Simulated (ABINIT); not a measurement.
# TiO2 (Anatase): G0W0 in ABINIT against the exchange cutoff, part 2 of 2

Wanted: the cheapest exchange cutoff that holds the gap of TiO2 (Anatase).

ABINIT 10.8.3; PBE and many-body steps on it, plane waves. Known limits of the many-body steps: not at the basis limit.

So far. Step 2 (Screening, 4×4×4 mesh, 63 bands, screening to 106.1 eV): Local fields lower ε∞ by 4 %.

### Step 5. 15.2 Ha

Level of this step: G0W0 on PBE, plane waves, norm-conserving pseudopotentials (ABINIT).

The self-energy is evaluated for the states that the input lists, and the levels follow from it, in one-shot runs by the linearised quasiparticle equation.

Input file run.abi:

```
acell 3*1.0 Angstrom
rprim 
  -1.892100000000 1.892100000000 4.757300000000
  1.892100000000 -1.892100000000 4.757300000000
  1.892100000000 1.892100000000 -4.757300000000
ntypat 2
znucl 22 8
natom 6
typat 1 1 2 2 2 2
xred 
  0.000000000000 0.000000000000 -0.000000000000
  0.750000000000 0.250000000000 0.500000000000
  0.208100000000 0.208100000000 -0.000000000000
  0.958100000000 0.458100000000 0.500000000000
  0.541900000000 0.041900000000 0.500000000000
  0.791900000000 0.791900000000 -0.000000000000
pp_dirpath "pseudos"
pseudos "Ti.upf, O.upf"
ecut 38
ngkpt 4 4 4
nshiftk 1
shiftk 0 0 0
kptopt 1
chksymbreak 0
istwfk *1
occopt 1
irdwfk 1
optdriver 4
nband 63
gwcalctyp 0
ecutsigx 15.2
symsigma 1
nkptgw 3
kptgw 
  0.5000000000 0.5000000000 0.0000000000
  0.0000000000 0.0000000000 0.0000000000
  -0.2500000000 -0.2500000000 0.2500000000
bdgw 
  23 26
  23 26
  23 26
ecuteps 3.9
irdscr 1
ppmodel 1
indata_prefix "in"
outdata_prefix "out"
tmpdata_prefix "tmp"
```

Started as:

```sh
$ OMP_NUM_THREADS=1 mpirun -n 8 abinit run.abi > log
```

Output:

```text
.Version 10.8.3 of ABINIT. v10.8.2 released Aug 2026.

 Symmetries : space group I4_1/a m d (#141); Bravais tI (body-center tetrag.)
[... echo of the input left out ...]
== DATASET  1 ==================================================================
-   mpi_nproc: 8, omp_nthreads: 1 (-1 if OMP is not activated)

--- !DatasetInfo
iteration_state: {dtset: 1, }
dimensions: {natom: 6, nkpt: 13, mband: 63, nsppol: 1, nspinor: 1, nspden: 1, mpw: 5174, }
cutoff_energies: {ecut:  38.0, pawecutdg:  -1.0, }
[...]
Band     E0 <VxcDFT>   SigX SigC(E0)      Z dSigC/dE  Sig(E)    E-E0       E
[...]
25   6.385 -19.488 -11.519  -5.090   0.779  -0.283 -17.245   2.243   8.628
       26   6.912 -20.310 -11.689  -5.518   0.771  -0.297 -17.918   2.392   9.303

== END DATASET(S) ==============================================================
================================================================================

 -outvars: echo values of variables after computation  --------
           etotal      0.0000000000E+00
            nband          63
             nkpt          13
          spgroup         141
 [... the other variables as echoed above ...]

 Calculation completed.
```

Run time: 51 s. Hardware: 8 MPI ranks of Arm Neoverse V1, shared host; peak memory 17 GiB.

Numbers from this step:

```yaml
g0w0_gap_on_the_points_computed: 3.835 eV
starting_gap_on_the_mesh: 2.189 eV
k_of_the_valence_top: 0.5, 0.5, 0
k_of_the_conduction_bottom: 0, 0, 0
least_direct_g0w0_gap_on_the_computed_points: 4.168 eV
```

The gap on the mesh goes from 2.19 eV to 3.84 eV, a correction of +1.65 eV.

### Step 6. 26.6 Ha

run.abi, as its differences from that of step 5:

```diff
@@ -30,3 +30,3 @@
 gwcalctyp 0
-ecutsigx 15.2
+ecutsigx 26.6
 symsigma 1
```

Output:

```text
.Version 10.8.3 of ABINIT. v10.8.2 released Aug 2026.

 Symmetries : space group I4_1/a m d (#141); Bravais tI (body-center tetrag.)
[... echo of the input left out ...]
== DATASET  1 ==================================================================
-   mpi_nproc: 8, omp_nthreads: 1 (-1 if OMP is not activated)

--- !DatasetInfo
iteration_state: {dtset: 1, }
dimensions: {natom: 6, nkpt: 13, mband: 63, nsppol: 1, nspinor: 1, nspden: 1, mpw: 5174, }
cutoff_energies: {ecut:  38.0, pawecutdg:  -1.0, }
[...]
Band     E0 <VxcDFT>   SigX SigC(E0)      Z dSigC/dE  Sig(E)    E-E0       E
[...]
25   6.385 -19.488 -11.801  -5.090   0.779  -0.283 -17.465   2.023   8.408
       26   6.912 -20.310 -11.998  -5.518   0.771  -0.297 -18.156   2.154   9.066

== END DATASET(S) ==============================================================
================================================================================

 -outvars: echo values of variables after computation  --------
           etotal      0.0000000000E+00
            nband          63
             nkpt          13
          spgroup         141
 [... the other variables as echoed above ...]

 Calculation completed.
```

It took 47 s on 8 MPI ranks; peak memory 17 GiB.

Numbers from this step:

- G0W0 gap on the points computed: 3.737 eV
- starting gap on the mesh: 2.189 eV
- k of the valence top: 0.5, 0.5, 0
- k of the conduction bottom: 0, 0, 0
- least direct G0W0 gap on the computed points: 4.069 eV

Against the run before, the gap moves by −0.098 eV.

### Step 7. 38 Ha

run.abi, as its differences from that of step 6:

```diff
@@ -30,3 +30,3 @@
 gwcalctyp 0
-ecutsigx 26.6
+ecutsigx 38
 symsigma 1
```

Output:

```text
.Version 10.8.3 of ABINIT. v10.8.2 released Aug 2026.

 Symmetries : space group I4_1/a m d (#141); Bravais tI (body-center tetrag.)
[... echo of the input left out ...]
== DATASET  1 ==================================================================
-   mpi_nproc: 8, omp_nthreads: 1 (-1 if OMP is not activated)

--- !DatasetInfo
iteration_state: {dtset: 1, }
dimensions: {natom: 6, nkpt: 13, mband: 63, nsppol: 1, nspinor: 1, nspden: 1, mpw: 5174, }
cutoff_energies: {ecut:  38.0, pawecutdg:  -1.0, }
[...]
Band     E0 <VxcDFT>   SigX SigC(E0)      Z dSigC/dE  Sig(E)    E-E0       E
[...]
25   6.385 -19.488 -11.831  -5.090   0.779  -0.283 -17.489   2.000   8.384
       26   6.912 -20.310 -12.031  -5.518   0.771  -0.297 -18.181   2.129   9.040

== END DATASET(S) ==============================================================
================================================================================

 -outvars: echo values of variables after computation  --------
           etotal      0.0000000000E+00
            nband          63
             nkpt          13
          spgroup         141
 [... the other variables as echoed above ...]

 Calculation completed.
```

The job ended after 18 s (8 MPI ranks; peak memory 7.2 GiB; 2.3 min of CPU time).

Numbers from this step:

```
G0W0 gap on the points computed              : 3.728 eV
starting gap on the mesh                     : 2.189 eV
k of the valence top                         : 0.5, 0.5, 0
k of the conduction bottom                   : 0, 0, 0
least direct G0W0 gap on the computed points : 4.059 eV
```

Against the run before, the gap moves by −0.009 eV.

### Step 8. The runs together

Times are wall times on 8 MPI ranks of Arm Neoverse V1, shared host, good to a factor of about two. A run's time includes the screening step that it read.

| run | mesh | bands | screening cutoff (eV) | DFT gap (eV) | gap on the mesh (eV) | direct (eV) | ε∞ used | time |
| --- | --- | --- | --- | --- | --- | --- | --- | --- |
| 3.8 Ha | 4×4×4 | 63 | 106.1 | 2.189 | 4.526 | 4.839 | 6.73 | 7.4 min |
| 7.6 Ha | 4×4×4 | 63 | 106.1 | 2.189 | 4.185 | 4.522 | 6.73 | 7.4 min |
| 15.2 Ha | 4×4×4 | 63 | 106.1 | 2.189 | 3.835 | 4.168 | 6.73 | 7.9 min |
| 26.6 Ha | 4×4×4 | 63 | 106.1 | 2.189 | 3.737 | 4.069 | 6.73 | 7.9 min |
| 38 Ha | 4×4×4 | 63 | 106.1 | 2.189 | 3.728 | 4.059 | 6.73 | 7.4 min |

### Step 9. What came out

| Quantity | Value |
| --- | --- |
| 3.8 Ha | 4.526 eV |
| 7.6 Ha | 4.185 eV |
| 15.2 Ha | 3.835 eV |
| 26.6 Ha | 3.737 eV |
| 38 Ha | 3.728 eV |
| known limits | not at the basis limit |

What this shows: The setting moved: exchange cutoff. From 3.8 Ha to 38 Ha the gap moves by −0.80 eV. It holds to 0.03 eV from 26.6 Ha on. Bands and screening cutoff are coupled, so a series along one setting does not show full convergence. Below the screening cutoff the correlation part is cut too. Bands and cutoff are finite, so the gap is not at the basis limit. The miss can reach some tenths of an eV and take either sign; the mesh is an error of its own. In the first G0W0 run levels were corrected at 3 k points alone, so a gap called «on the mesh» is the least over those, and an edge elsewhere would be missed.

[Paths, hosts, dates, memory and timing lines, banners, echoed tables and standing remarks are left out of the program output.]

[Logs are printed without paths, hosts, clocks, repeated set-up lines and the standing remarks that a program may print on its own settings, such as how far it seeks lower states.]

[Runs of the session that timed out or met a known fault of the program may be left out.]

[No measured gap is set beside runs whose start may be inverted or whose files or cutoffs have a known fault.]

[Hosts, paths, dates, database ids (printed as entryN), source tags and the programs' standing remarks are cut or masked in the printed files.]

[G0W0 gaps are taken among the corrected bands and points alone; a level outside them can change the order at an edge.]

[Where Ansatz stands beside ABINIT at settings called matched, ABINIT's density can come from a denser mesh and the files from another edition; pairs whose starting gaps differed by over 0.03 eV were left out, so agreement reads better than it is.]
